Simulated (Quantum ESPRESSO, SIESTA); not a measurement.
# Deformation of the band gap of tetragonal HfO2 under volume change, QE, PBEsol

Calculated with Quantum ESPRESSO 7.5: PBEsol; plane waves, GBRV 1.5 ultrasoft, 50/300 Ry; k-mesh 6×6×4. The volume is changed from typed lattice constants. Shape and atoms were relaxed at QE, PBEsol at each point. The gap is that between the highest filled and lowest empty Kohn-Sham level on the mesh.

| volume change (%) | gap on the mesh (eV) |
| --- | --- |
| -8 | 4.492 |
| -6 | ? |
| -4 | 4.59 |
| -2 | 4.616 |
| 0 | 4.618 |
| +2 | 4.624 |
| +4 | 4.638 |
| +6 | 4.658 |
| +8 | 4.681 |

The structure was built from a prototype and need not be the compound's stable phase.

Task: Fit a second-order form in the logarithmic strain to the rows given and interpolate to the withheld row.

Worked fit:

With u = ln[(1 + ε)/(1 + ε0)], counted from the row at ε0 = +0 % where y0 = 4.618, a second-order form y = y0 + a u + b u² makes v = (y − y0)/u a line in u.

```
         u          v
-0.0833816    1.51112
-0.0408220   0.685905
-0.0202027  0.0989966
 0.0198026   0.302990
 0.0392207   0.509935
 0.0582689   0.686472
 0.0769610   0.818596
```

With n = 7: mean u = 0.00712100, mean v = 0.659146, Σ(u − ū)² = 0.019921, Σ(u − ū)(v − v̄) = -0.059856. Slope b = -0.059856 / 0.019921 = -3.0047; intercept a = v̄ − b ū = 0.68054.

At the withheld row u = -0.06188, v = a + b u = 0.8665, and y = y0 + u v.

Prediction at -6: 4.564 eV. The run gave 4.539 eV, so the fit is high by 0.025 eV (0.56 % of the value).

The first-order term, +0.68 eV per unit of ln V, is the slope of the fitted parabola at ε0; it is a deformation potential only where one valley holds the gap over the whole range, and a kink or a flat stretch in the table makes it differ from the local slope. The second-order term makes up 21 % of v at the withheld row. Among the rows given, the largest miss of the fit is at -8, by 0.048 eV (26 % of the range of the table).

Limits: The nuclei are static. The DFT runs use Fermi–Dirac occupations of width 0.01 eV, and energies are free energies. Tetragonal HfO2 is a high-temperature form. The mesh holds the band edges only if they lie on it, and semilocal functionals put gaps under measured ones. The rows don't follow a smooth parabola (r.m.s. departure 6.5 % of their range), so v is no line in u and the first-order term is poorly fixed; a kink, the k-mesh or scatter of the relaxations can each do this.

[Logs are printed without paths, hosts, clocks, repeated set-up lines and the standing remarks that a program may print on its own settings, such as how far it seeks lower states.]

[Hosts, paths, dates, database ids (printed as entryN), source tags and the programs' standing remarks are cut or masked in the printed files.]
